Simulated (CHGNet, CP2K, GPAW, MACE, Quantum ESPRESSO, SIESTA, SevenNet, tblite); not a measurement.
# Random rock-salt (Ti, Nb, Ta, Hf)C solid solution (64 atoms), the built cell with every atom moved at random

The starting structure: Rock-salt lattice (a = 4.495 Å, the mean of the end members), 2 x 2 x 2 cells, metal sites filled at random with 3 Ti, 11 Nb, 9 Ta, 9 Hf; every coordinate displaced by a Gaussian of 0.05 Å. Then every atom was moved at random, 0.02 Å r.m.s. a Cartesian component.

Calculated values (Quantum ESPRESSO 7.5, Kohn-Sham DFT, PBE, GBRV 1.5 ultrasoft pseudopotentials, plane waves; gbrv-1.5; 40/200 Ry; levels smeared at 580 K; Γ point) for the built cell with every atom moved at random.

Cell vectors (Å):

```
8.990 0.000 0.000
0.000 8.990 0.000
0.000 0.000 8.990
```

Positions (Å):

```
1 Nb 0.059 8.975 0.040
2 C 2.243 0.007 8.926
3 Ti 8.930 2.277 2.218
4 C 2.191 2.263 2.246
5 Hf 2.226 0.029 2.194
6 C 0.003 0.044 2.285
7 Ta 2.248 2.273 0.025
8 C 8.891 2.248 0.089
9 Ti 0.015 0.033 4.353
10 C 2.284 8.949 4.481
11 Ta 0.045 2.296 6.770
12 C 2.278 2.220 6.733
13 Ta 2.208 0.003 6.653
14 C 0.029 0.048 6.661
15 Nb 2.268 2.393 4.485
16 C 8.952 2.215 4.524
17 Ti 0.051 4.515 0.024
18 C 2.230 4.497 0.029
19 Nb 0.010 6.759 2.231
20 C 2.238 6.726 2.185
21 Nb 2.235 4.498 2.268
22 C 0.015 4.495 2.269
23 Nb 2.217 6.703 8.931
24 C 8.970 6.810 8.975
25 Nb 0.040 4.507 4.563
26 C 2.254 4.498 4.546
27 Ta 8.962 6.742 6.740
28 C 2.333 6.825 6.766
29 Hf 2.252 4.381 6.611
30 C 0.002 4.557 6.721
31 Hf 2.285 6.799 4.384
32 C 0.057 6.719 4.458
33 Nb 4.493 0.001 8.972
34 C 6.736 8.898 8.972
35 Hf 4.472 2.191 2.230
36 C 6.620 2.271 2.242
37 Hf 6.639 8.987 2.272
38 C 4.560 0.012 2.256
39 Nb 6.661 2.186 8.954
40 C 4.602 2.173 8.923
41 Ta 4.513 0.115 4.465
42 C 6.760 8.977 4.569
43 Ta 4.484 2.164 6.701
44 C 6.778 2.364 6.761
45 Nb 6.689 8.930 6.767
46 C 4.603 8.977 6.807
47 Ta 6.674 2.309 4.532
48 C 4.444 2.191 4.405
49 Hf 4.549 4.479 8.985
50 C 6.821 4.424 0.040
51 Ta 4.564 6.650 2.242
52 C 6.792 6.791 2.270
53 Hf 6.800 4.447 2.184
54 C 4.415 4.564 2.299
55 Hf 6.689 6.790 0.037
56 C 4.573 6.766 0.056
57 Ta 4.520 4.574 4.616
58 C 6.727 4.472 4.564
59 Nb 4.444 6.736 6.637
60 C 6.733 6.788 6.781
61 Nb 6.720 4.502 6.793
62 C 4.531 4.475 6.761
63 Hf 6.675 6.727 4.554
64 C 4.464 6.700 4.407
```

Q: Give the force on every atom.

Columns: atom, fx, fy, fz (forces in eV/Å).

```
1 -1.026 0.787 -0.639
2 0.277 -0.106 -0.042
3 0.278 -0.073 0.330
4 -0.098 0.640 -0.077
5 0.474 -0.491 0.643
6 -0.392 0.072 -0.504
7 -0.470 0.103 0.192
8 1.592 0.341 -0.932
9 -0.325 0.128 1.245
10 -0.379 1.627 0.209
11 -1.214 -1.034 0.140
12 -0.222 -0.708 0.284
13 -0.005 0.126 0.377
14 0.174 -0.139 0.659
15 -1.233 -3.299 -1.414
16 0.154 0.373 -0.237
17 -0.604 -0.316 -0.244
18 0.045 0.035 -0.319
19 -0.419 -0.634 0.125
20 0.743 0.217 -0.349
21 -0.824 -0.188 -0.658
22 0.542 -0.133 -0.176
23 0.912 -0.027 1.137
24 0.894 -1.116 0.004
25 -1.623 -0.246 -1.899
26 0.307 0.813 -2.385
27 0.844 0.565 -0.421
28 -1.462 -0.676 -0.811
29 0.111 2.919 4.368
30 -0.011 -0.622 1.174
31 -1.085 -1.183 1.381
32 -1.023 0.525 0.732
33 -0.793 -1.025 0.437
34 0.469 2.355 0.507
35 -0.895 2.210 -0.504
36 2.347 -0.627 0.511
37 3.454 0.571 -0.254
38 -2.269 -0.915 0.056
39 2.015 0.299 0.226
40 -2.347 0.814 0.284
41 -0.423 -2.543 0.326
42 -0.037 0.682 -0.619
43 0.381 1.158 0.336
44 -0.214 -1.572 -0.356
45 1.956 1.270 -0.578
46 -2.032 0.263 -1.478
47 1.441 -0.871 -0.480
48 0.688 1.763 2.023
49 -1.220 0.247 0.058
50 -0.077 0.661 -1.061
51 -1.253 1.260 -0.347
52 -0.545 -1.024 0.459
53 -0.821 0.877 1.626
54 1.157 -1.226 0.007
55 1.569 -2.018 -0.730
56 -2.256 -0.316 -0.830
57 -0.044 -2.214 -2.593
58 0.209 0.331 -0.417
59 0.646 0.450 2.047
60 0.498 -0.494 -0.261
61 0.923 0.112 -0.058
62 -0.258 0.075 -0.060
63 2.005 0.348 -1.269
64 0.794 0.824 1.097
```

Only the Γ point is sampled, in a cell whose shortest periodic width is 9 Å.

The r.m.s. force component is 1.09 eV/Å; the longest force, 5.26 eV/Å, acts on Hf29.

[Logs are printed without paths, hosts, clocks, repeated set-up lines and the standing remarks that a program may print on its own settings, such as how far it seeks lower states.]

[Hosts, paths, dates, database ids (printed as entryN), source tags and the programs' standing remarks are cut or masked in the printed files.]
